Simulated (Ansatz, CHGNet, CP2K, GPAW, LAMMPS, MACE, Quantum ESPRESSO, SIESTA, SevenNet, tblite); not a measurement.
## Codes compared on rapidly quenched Si57Al14Cu29 (at. %) (111 atoms)

Wanted: errors and costs of other methods on rapidly quenched Si57Al14Cu29 (at. %) (111 atoms). A plane-wave run serves as the reference.

Main program and level: Ansatz 0.2.0; Kohn-Sham DFT, PBE, PAW, plane waves.

In doubt: a PseudoDojo file used here is known to give poor structures and forces (SIESTA), which bears on pressures, cells, forces and phonons.

## Step 1: Set-up

The cell holds 111 atoms: 63 Si, 16 Al and 32 Cu. Its edges and angles: a = 12.242 Å, b = 12.242 Å, c = 12.242 Å, α = 90.0°, β = 90.0°, γ = 90.0°. 111 atoms (63 Si, 16 Al, 32 Cu) placed at random at 3.66 g/cm³, melted at 2000 K for 10 ps at fixed volume with the MEAM Al-Si-Mg-Cu-Fe potential (Jelinek et al., Phys. Rev. B 85, 245102 (2012)). Quenched from 2000 K to 300 K at 10 K/ps and zero pressure, held 5 ps, then minimised at fixed cell.

## Step 2: Reference: Ansatz, plane waves

The PAW files are the set soft_2.

Contents of input.yaml:

```yaml
crystal:
  lattice:
    - [12.2424, 0.0, 0.0]
    - [0.0, 12.2424, 0.0]
    - [0.0, 0.0, 12.2424]
  atoms:
    - { symbol: Si, position: [0.19464, 0.45962, 0.62883] }
    - { symbol: Si, position: [0.97621, 0.63708, 0.594] }
    - { symbol: Si, position: [0.31614, 0.06011, 0.16722] }
    - { symbol: Si, position: [0.91174, 0.98322, 0.50904] }
    [... 101 atom lines left out ...]
    - { symbol: Cu, position: [0.66578, 0.39919, 0.97088] }
    - { symbol: Cu, position: [0.45476, 0.93463, 0.82705] }
    - { symbol: Cu, position: [0.32089, 0.21468, 0.63632] }
    - { symbol: Cu, position: [0.45034, 0.83919, 0.03475] }
    - { symbol: Cu, position: [0.48852, 0.34003, 0.394] }
    - { symbol: Cu, position: [0.01493, 0.2799, 0.28827] }
kpoints:
  mp_grid: { grid: [1, 1, 1] }
hamiltonian:
  xc: pbe
scf:
  occupations: { method: fermi_dirac, width: 0.05 }
output:
  forces: true
  eigenvalues: true
  populations: true
  stress: true
```

Started as:

```sh
ansatz run input.yaml --threads 4 --pin off --max-ram 15872MiB --backend cpu --events-out ev --progress --plain --runs-dir out
```

Numbers of over 12 decimals in the logs are rounded to 6 here.

The log of the run:

```text
[...]
Pseudopotentials: kind: paw
Pseudopotential: Si, paw, valence charge 4, recommended cutoff 420 eV (normal), Si.paw.azcp
Pseudopotential: Al, paw, valence charge 3, recommended cutoff 420 eV (normal), Al.paw.azcp
Pseudopotential: Cu, paw, valence charge 19, recommended cutoff 420 eV (normal), Cu.paw.azcp
[...]
Crystal: 111 atoms, lattice volume = 1834.846 Å³
Basis set: ecut = 420 eV, 35825 PW (Γ), exchange–correlation on 180×180×180 points (8 copies of the dense FFT grid, shifted against one another)
Bands: 565, of which v1, the nominal top of the filled ones, is band 454 counted from 1 (453 counted from 0)
Symmetry: 1 space group operations
Space group: P1 (ITA 1), of the structure as read, at distance tolerance 1.2e-4 Å
k-points: 1
[...]
Initial density: superposition of atomic densities (neutral atoms: chi_scale 0, normalization atom), corrected by the library's trained network
Initial wavefunctions: pseudopotential atomic-orbital guess
[...]
SCF iter   1: F=—  HF=-260619.027822 eV  |F-HF|=—  |Δ(HF+E_count)|=         —  Δρ=4.77e-3  dr2=1.38e0  ethr=1.77e-3  ⟨swp⟩=5.0  Hψ=2162  notcnv=0  defer=59
preconditioner: auto → Kerker (q_TF=auto, 2.426 Å⁻¹)  [metal: Δε(μ)=0.058 eV  Ē_g=6.685 eV  σ=0.050 eV  W_gap=0.28  n_scr=460 (ndim 8)  ℏωp=22.1 eV  f_vac=0.003  D(μ)=37.16/eV (n_scr^D=202)]
[...]
SCF iter  12: F=—  HF=-260618.864438 eV  |F-HF|=—  |Δ(HF+E_count)|=   7.92e-9  Δρ=3.02e-6  dr2=1.58e-7  ethr=4.72e-11  ⟨swp⟩=2.0  Hψ=956  notcnv=0  defer=65
SCF iter  13: F=-260618.864438 eV  HF=-260618.864438 eV  |F-HF|=1.48e-8  |Δ(HF+E_count)|=   5.36e-9  Δρ=9.30e-7  dr2=3.57e-8  ethr=1.10e-11  ⟨swp⟩=12.0  Hψ=2586  notcnv=0
SCF 1 converged in 13 iterations: F = -260618.864438 eV  dr2 = 3.57e-8
[...]
SCF converged after 13 iterations
Free energy (F): -260618.864438 eV
Harris-Foulkes:  -260618.864438 eV  (|F-HF|=1.48e-8)
Internal energy: -260618.533488 eV  (E = F + TS)
E sigma→0 (E₀):  -260618.698963 eV
Entropy (-TS):   -0.330949 eV (-2.982 meV/atom)
Fermi energy:    9.289150 eV
--- Per-component energies (eV) ---
[...]
Σ components = -260618.864438   (vs F -260618.864438, Δ=0.00e0)
--- Forces (eV/Å), atoms counted from 1 ---
  atom   1  Si     0.59584535    -1.74015465    -0.04753736
  atom   2  Si    -0.04633852     0.63598121    -0.50378516
  atom   3  Si    -1.04156871    -1.67306265     1.29753516
  atom   4  Si     0.20599324     0.13343089    -0.01003023
[...]
atom 111  Cu     0.09121049    -1.58459069     0.31385069
  max |Σ_I F_I| component: 5.80e-5 eV/Å
--- Stress (GPa, compression-positive) ---
       -2.408224       0.447199       1.102586
        0.447199      -1.716787       0.364368
        1.102586       0.364368      -1.599842
  P = ⅓ Tr σ = -1.9083 GPa (-19.083 kbar)
--- Band table (eV) ---
  k-point 0: bands = ["-105.3205", "-104.7758", "-104.5725", "-104.4430", [... 549 levels ...], "13.5440", "13.5631", "13.6069", "13.6380", "13.6586", "13.7140", "13.7604", "13.8169", "13.8422", "13.9050", "13.9253", "13.9669"]
--- Löwdin populations: 111 sites ---
  site symbol       q [e]
     0     Si      4.2680
     1     Si      4.2756
     2     Si      4.1112
[...]
110     Cu     18.2909
  spilling = 0.009257 (of n_electrons = 908.000000)
```

Wall time 46 s (4 threads of Arm Neoverse V2, shared host); peak memory 2.9 GiB; 3 min of CPU time.

The run gave:

```
free energy                             : -260618.8644 eV
free energy per atom                    : -2347.9177 eV/atom
SCF cycles                              : 13
pressure                                : -1.908 GPa
r.m.s. force component                  : 0.676 eV/Å
longest force                           : 4.327 eV/Å
Fermi energy                            : 9.289 eV
levels partly filled by over 2 per cent : 8
spilling of the projection              : 0.009257
```

Neighbours are counted within 3.02 Å (Si-Si), 3.08 Å (Si-Cu), 3.09 Å (Si-Al), 3.12 Å (Cu-Cu), 3.12 Å (Cu-Al), 3.12 Å (Al-Al), cutoffs set anew for this text.

Length of the force by element and coordination:

| element | coordination | atoms | mean length of the force (eV/Å) | spread | least | most |
| --- | --- | --- | --- | --- | --- | --- |
| Al | all | 16 | 1.14 | 0.329 | 0.607 | 1.66 |
| Al | 5 | 1 | 1.03 | 0 | 1.03 | 1.03 |
| Al | 6 | 1 | 0.882 | 0 | 0.882 | 0.882 |
| Al | 7 | 3 | 1.32 | 0.220 | 1.04 | 1.57 |
| Al | 8 | 5 | 1.05 | 0.273 | 0.667 | 1.44 |
| Al | 9 | 2 | 1.17 | 0.490 | 0.683 | 1.66 |
| Al | 10 | 4 | 1.19 | 0.358 | 0.607 | 1.57 |
| Cu | all | 32 | 0.799 | 0.571 | 0.148 | 2.52 |
| Cu | 5 | 3 | 1.58 | 0.750 | 0.685 | 2.52 |
| Cu | 6 | 3 | 1.30 | 0.933 | 0.264 | 2.52 |
| Cu | 7 | 13 | 0.570 | 0.189 | 0.249 | 0.867 |
| Cu | 8 | 7 | 0.801 | 0.472 | 0.148 | 1.62 |
| Cu | 9 | 5 | 0.542 | 0.263 | 0.248 | 1.01 |
| Cu | 10 | 1 | 1.23 | 0 | 1.23 | 1.23 |
| Si | all | 63 | 0.915 | 0.855 | 0.113 | 4.33 |
| Si | 6 | 7 | 1.89 | 1.12 | 0.692 | 4.33 |
| Si | 7 | 21 | 0.789 | 0.642 | 0.180 | 3.26 |
| Si | 8 | 24 | 1.01 | 0.845 | 0.156 | 3.42 |
| Si | 9 | 8 | 0.369 | 0.192 | 0.147 | 0.685 |
| Si | 10 | 3 | 0.208 | 0.0678 | 0.113 | 0.267 |

Löwdin charges by element and coordination (they lack the spilled electrons, 0.076 e an atom on average):

| element | coordination | atoms | mean charge (e) | spread | least | most |
| --- | --- | --- | --- | --- | --- | --- |
| Al | all | 16 | 0.0576 | 0.0691 | -0.0959 | 0.189 |
| Al | 5 | 1 | -0.0959 | 0 | -0.0959 | -0.0959 |
| Al | 6 | 1 | 0.11 | 0 | 0.11 | 0.11 |
| Al | 7 | 3 | 0.136 | 0.0377 | 0.103 | 0.189 |
| Al | 8 | 5 | 0.0592 | 0.0633 | 0.0016 | 0.177 |
| Al | 9 | 2 | 0.0121 | 0.0045 | 0.0076 | 0.0166 |
| Al | 10 | 4 | 0.0446 | 0.0242 | 0.0154 | 0.0822 |
| Cu | all | 32 | 0.641 | 0.0393 | 0.561 | 0.717 |
| Cu | 5 | 3 | 0.692 | 0.0268 | 0.655 | 0.717 |
| Cu | 6 | 3 | 0.652 | 0.0143 | 0.638 | 0.672 |
| Cu | 7 | 13 | 0.623 | 0.0277 | 0.575 | 0.661 |
| Cu | 8 | 7 | 0.641 | 0.0478 | 0.561 | 0.709 |
| Cu | 9 | 5 | 0.639 | 0.03 | 0.608 | 0.683 |
| Cu | 10 | 1 | 0.702 | 0 | 0.702 | 0.702 |
| Si | all | 63 | -0.207 | 0.0964 | -0.437 | -0.0169 |
| Si | 6 | 7 | -0.249 | 0.102 | -0.420 | -0.111 |
| Si | 7 | 21 | -0.271 | 0.0852 | -0.437 | -0.0922 |
| Si | 8 | 24 | -0.181 | 0.067 | -0.290 | -0.0729 |
| Si | 9 | 8 | -0.118 | 0.0672 | -0.208 | -0.0169 |
| Si | 10 | 3 | -0.108 | 0.0543 | -0.172 | -0.0388 |

The levels nearest the highest filled one (over half full), pooled over k-points and spins:

| level less the highest filled one (eV) | occupation |
| --- | --- |
| -0.230 | 1.98 |
| -0.218 | 1.98 |
| -0.164 | 1.94 |
| -0.118 | 1.85 |
| -0.083 | 1.73 |
| 0 | 1.09 |
| 0.0437 | 0.669 |
| 0.0543 | 0.578 |
| 0.167 | 0.082 |
| 0.175 | 0.07 |
| 0.244 | 0.018 |
| 0.272 | 0.01 |

## Step 3: Structure statistics

Density 3.83 g/cm³, 16.53 Å³ an atom.

g(r), total and by pair (bins of 0.2 Å):

| r (Å) | total | Si-Si | Si-Cu | Si-Al | Cu-Cu | Cu-Al | Al-Al |
| --- | --- | --- | --- | --- | --- | --- | --- |
| 2.00 | 0.11 | 0.00 | 0.34 | 0.00 | 0.00 | 0.00 | 0.00 |
| 2.20 | 0.45 | 0.00 | 1.37 | 0.00 | 0.00 | 0.00 | 0.00 |
| 2.40 | 1.68 | 0.00 | 4.21 | 1.61 | 0.47 | 0.00 | 0.00 |
| 2.60 | 1.90 | 1.34 | 2.73 | 2.27 | 1.04 | 1.45 | 0.00 |
| 2.80 | 2.47 | 3.53 | 1.31 | 2.81 | 0.94 | 2.58 | 7.23 |
| 3.00 | 0.75 | 1.03 | 0.20 | 0.97 | 0.98 | 0.80 | 1.92 |
| 3.20 | 0.69 | 1.22 | 0.35 | 0.07 | 0.29 | 0.96 | 3.36 |
| 3.40 | 0.95 | 1.27 | 0.75 | 0.31 | 0.61 | 1.73 | 2.46 |
| 3.60 | 0.87 | 1.10 | 0.80 | 0.62 | 0.88 | 0.65 | 1.32 |
| 3.80 | 0.85 | 0.79 | 1.03 | 0.56 | 0.88 | 0.68 | 1.94 |
| 4.00 | 0.88 | 0.85 | 1.04 | 0.50 | 0.98 | 0.90 | 1.42 |
| 4.20 | 0.82 | 0.91 | 0.84 | 0.46 | 1.52 | 0.39 | 0.97 |
| 4.40 | 0.93 | 0.76 | 1.05 | 0.82 | 1.98 | 0.37 | 0.29 |
| 4.60 | 1.00 | 0.88 | 1.11 | 0.76 | 1.21 | 1.21 | 1.35 |
| 4.80 | 1.10 | 0.88 | 1.18 | 1.19 | 1.12 | 1.00 | 3.00 |
| 5.00 | 1.16 | 0.90 | 1.10 | 1.42 | 1.42 | 1.13 | 2.99 |
| 5.20 | 1.12 | 1.24 | 1.11 | 1.05 | 1.05 | 1.26 | 0.00 |
| 5.40 | 1.04 | 1.31 | 0.87 | 0.99 | 0.78 | 0.98 | 1.37 |
| 5.60 | 1.09 | 1.33 | 0.98 | 1.20 | 1.00 | 0.64 | 0.37 |
| 5.80 | 0.86 | 0.88 | 0.79 | 1.02 | 0.89 | 0.72 | 1.01 |
| 6.00 | 0.96 | 0.86 | 1.01 | 1.13 | 1.15 | 0.67 | 0.80 |

Bonds by pair of elements; cutoffs follow the first minimum of g(r), held within bounds set by covalent radii, and pairs that aren't listed don't count as bonded (cutoffs were set anew for this text, so counts can differ from the run's own analysis):

| pair A-B | cutoff (Å) | bonds | mean length (Å) | spread (Å) | shortest (Å) | B about A | A about B |
| --- | --- | --- | --- | --- | --- | --- | --- |
| Si-Si | 3.02 | 117 | 2.79 | 0.11 | 2.54 | 3.71 | 3.71 |
| Si-Cu | 3.08 | 173 | 2.50 | 0.198 | 2.02 | 2.75 | 5.41 |
| Si-Al | 3.09 | 76 | 2.70 | 0.188 | 2.33 | 1.21 | 4.75 |
| Cu-Cu | 3.12 | 18 | 2.75 | 0.175 | 2.43 | 1.12 | 1.12 |
| Cu-Al | 3.12 | 26 | 2.78 | 0.135 | 2.56 | 0.812 | 1.62 |
| Al-Al | 3.12 | 14 | 2.86 | 0.108 | 2.73 | 1.75 | 1.75 |

How many atoms have how many bonded neighbours:

| element | mean | 5 | 6 | 7 | 8 | 9 | 10 |
| --- | --- | --- | --- | --- | --- | --- | --- |
| Al | 8.12 | 1 | 1 | 3 | 5 | 2 | 4 |
| Cu | 7.34 | 3 | 3 | 13 | 7 | 5 | 1 |
| Si | 7.67 | 0 | 7 | 21 | 24 | 8 | 3 |

## Step 4: What was run beside it

The programs:
- CHGNet: machine-learned potential, published weights.
- CP2K 2026.2: Gaussian basis with GTH pseudopotentials and a plane-wave density; labels give functional, basis (MOLOPT sets; SR short-range, UZH the newer set with its own potentials), grid cutoff/relative cutoff and solver (OT: orbital transformation; TRS4, TC2, SIGN: linear-scaling purification with its sparsity filter), or its built-in tight binding.
- GPAW 26.7.0: PAW with atomic orbitals (LCAO), plane waves or a real-space grid of spacing h.
- MACE: machine-learned potential, published weights.
- Quantum ESPRESSO 7.5: plane waves; labels (QE) give functional, pseudopotential set and cutoffs of waves/density.
- SIESTA 5.4.2: numerical atomic orbitals, whose automatically made sets are far from complete, with PseudoDojo norm-conserving potentials that we converted to its format (checked against plane waves on the same files for H, C, O, Si, Ge and Ca alone); labels give functional, basis size, energy shift and mesh cutoff.
- SevenNet: machine-learned potential, published weights.

All use the same cell and atoms; the electronic-structure runs use the same k-mesh, and an electronic temperature of 580 K (0.05 eV) where levels are smeared.

Differences are against the plane-wave reference, forces as r.m.s. over components; share is that over the reference's r.m.s. force, slope the least-squares factor from reference forces to these. Total energies of different programs have different zeros and aren't compared.

| run | Δ force, r.m.s. (meV/Å) | share (%) | slope | Δ pressure (GPa) | cores | CPU time | memory (GiB) |
| --- | --- | --- | --- | --- | --- | --- | --- |
| reference | - | - | - | - | 4 | 3 min | 2.9 |
| CHGNet 0.3.0 potential | 223 | 32.9 | 0.984 | -2.92 | 1 | 3.5 s | 1.3 |
| CP2K PBE, DZVP-MOLOPT-SR, 800/50 Ry, diagonalisation | 38.3 | 5.67 | 1.025 | 0.613 | 4 | 12 min | 11 |
| CP2K PBE, SZV-MOLOPT-SR, 800/50 Ry, diagonalisation (coarse) | 336 | 49.7 | 1.268 | 12.9 | 2 | 6.7 min | 8.0 |
| GPAW PBE, LCAO dzp, h 0.2 Å | 74.2 | 11.0 | 1.082 | - | 2 | 8.9 min | 2.5 |
| GPAW PBE, LCAO dzp, h 0.22 Å (coarse) | 73.6 | 10.9 | 1.082 | - | 1 | 7.1 min | 1.8 |
| GPAW PBE, LCAO sz(dzp), h 0.2 Å (coarse) | 344 | 50.9 | 1.235 | - | 1 | 2 min | 1.6 |
| GPAW PBE, LCAO szp(dzp), h 0.2 Å (coarse) | 120 | 17.8 | 1.098 | - | 1 | 6.3 min | 2.1 |
| MACE MPA-0 medium potential | 157 | 23.2 | 0.960 | -0.458 | 1 | 7 s | 1.1 |
| QE PBE, sssp-1.3.0-efficiency, 60/480 Ry | 5.73 | 0.847 | 1.007 | -0.0094 | 4 | 36 min | 8.6 |
| SIESTA PBE, DZP, shift 0.01 Ry, mesh 500 Ry | 63.8 | 9.43 | 1.062 | 0.121 | 4 | 26 min | 5.1 |
| SIESTA PBE, SZ, shift 0.01 Ry, mesh 500 Ry (coarse) | 387 | 57.2 | 1.186 | 12.2 | 1 | 6 min | 2.0 |
| SevenNet 0 potential | 294 | 43.5 | 1.155 | -1.06 | 1 | 6.4 s | 0.96 |

Rows marked coarse were listed beforehand as settings not expected to be converged; some can still land near the reference.

Times of the machine-learned potentials are mostly Python's start and the loading of weights.

CPU time is summed over cores on a shared host, where runs went side by side, so it is rough. Symmetry, cutoffs, thresholds, outputs and thread counts weren't matched or tuned between programs; memory under MPI is the largest rank's times the ranks.

Runs without a result: tblite GFN1-xTB (not converged, the SCF not settling); CP2K GFN1-xTB, diagonalisation (not converged, the SCF not settling).

Mean charges by element (e), by run and scheme:

| run | scheme | Si | Al | Cu |
| --- | --- | --- | --- | --- |
| reference | Löwdin | -0.21 | +0.06 | +0.64 |
| CP2K PBE, DZVP-MOLOPT-SR, 800/50 Ry, diagonalisation | Mulliken | +0.08 | +0.60 | -0.45 |
| CP2K PBE, DZVP-MOLOPT-SR, 800/50 Ry, diagonalisation | Hirshfeld | -0.06 | +0.03 | +0.11 |
| SIESTA PBE, DZP, shift 0.01 Ry, mesh 500 Ry | Hirshfeld | -0.19 | -0.06 | +0.41 |

The reference's Löwdin charges lack the electrons that the projection spills, 0.076 e an atom on average.

Within one program, basis, potentials and functional, energies share a zero. Each run against its twin at the usual cutoff or grid and solver:

| run | twin | Δ energy (meV/atom) | Δ force, r.m.s. (meV/Å) | CPU time over the twin's |
| --- | --- | --- | --- | --- |
| GPAW PBE, LCAO dzp, h 0.22 Å | LCAO dzp, h 0.2 Å | 2.22 | 3.72 | 0.80 (this twin ran on 2 cores) |

## Step 5: What came out

| Quantity | Value |
| --- | --- |
| reference r.m.s. force component | 0.676 eV/Å |
| nearest in forces | QE PBE, sssp-1.3.0-efficiency, 60/480 Ry, 0.85 % |
| farthest in forces | SIESTA PBE, SZ, shift 0.01 Ry, mesh 500 Ry (coarse), 57 % |
| cheapest electronic-structure run beside the reference | GPAW PBE, LCAO sz(dzp), h 0.2 Å, 2 min of CPU time |

PBE on plane waves or a grid with other potentials, cutoffs or grids, coarse settings apart, differs from the reference by 0.85 % (QE PBE, sssp-1.3.0-efficiency, 60/480 Ry) of the r.m.s. force; this holds the reference's own error, so differences of a few per cent don't tell which side is nearer the exact PBE result (QE's 60 Ry are 816 eV, against the reference's 420 eV). The PBE runs in local orbitals, coarse settings apart, differ by 5.7 % (CP2K PBE, DZVP-MOLOPT-SR, 800/50 Ry, diagonalisation) to 11 % (GPAW PBE, LCAO dzp, h 0.2 Å); basis, grid and potentials can all enter. Machine-learned potentials differ by 23 % (MACE MPA-0 medium potential) to 43 % (SevenNet 0 potential); they were trained on other programs' data. Runs with settings chosen to be coarse differ by 11 % (GPAW PBE, LCAO dzp, h 0.22 Å) to 57 % (SIESTA PBE, SZ, shift 0.01 Ry, mesh 500 Ry), their programs' other errors included. None of the electronic-structure runs in the table takes under half the reference's CPU time of 3 min; they take 0.67 to 12 times as much. In pressure, CP2K PBE, SZV-MOLOPT-SR, 800/50 Ry, diagonalisation misses by +12.9 GPa, at the same functional. Charges hang on scheme and program or settings: among these rows the mean for Cu runs from -0.45 to +0.64 e, even in sign. In the reference: counting bands leaves a spacing of only 0.044 eV (at Γ alone), which the smearing bridges: 8 levels are partly filled by over 2 %, so a gap, if any, is small at this level. In the reference: mean Löwdin charges: Al +0.06, Cu +0.64, Si -0.21 e (they miss 0.93 % of the electrons, so they add up to more than the cell's charge). The potentials hold different valence shells: 908 electrons in the reference, 652 in CP2K with SZV-MOLOPT-SR, 652 in Quantum ESPRESSO with SSSP and 652 in GPAW; this bears on time and differences. A potential file of the SIESTA runs is in doubt, which bears on their forces and pressure. Machine-learned potentials mimic data converged in k, so the reference's own k-point error enters their differences. The quench rate of 10 K/ps is many orders above laboratory rates, so the cell is likely richer in defects and strain than a real sample. The network of bonds at the start is that of the classical potential that made the cell, and needn't be the one that DFT or experiment would give. The reference's pressure of -1.9 GPa belongs to a cell and atoms that aren't relaxed at this level. The electronic-structure runs sample only Γ, in a cell whose shortest periodic width is 12 Å, which is coarse for a cell with partly filled levels.

[Also dropped from logs without a mark: logging warnings of Python, and SIESTA's first energy breakdown and zero terms.]

[Logs are printed without paths, hosts, clocks, repeated set-up lines and the standing remarks that a program may print on its own settings, such as how far it seeks lower states.]

[Hosts, paths, dates, database ids (printed as entryN), source tags and the programs' standing remarks are cut or masked in the printed files.]
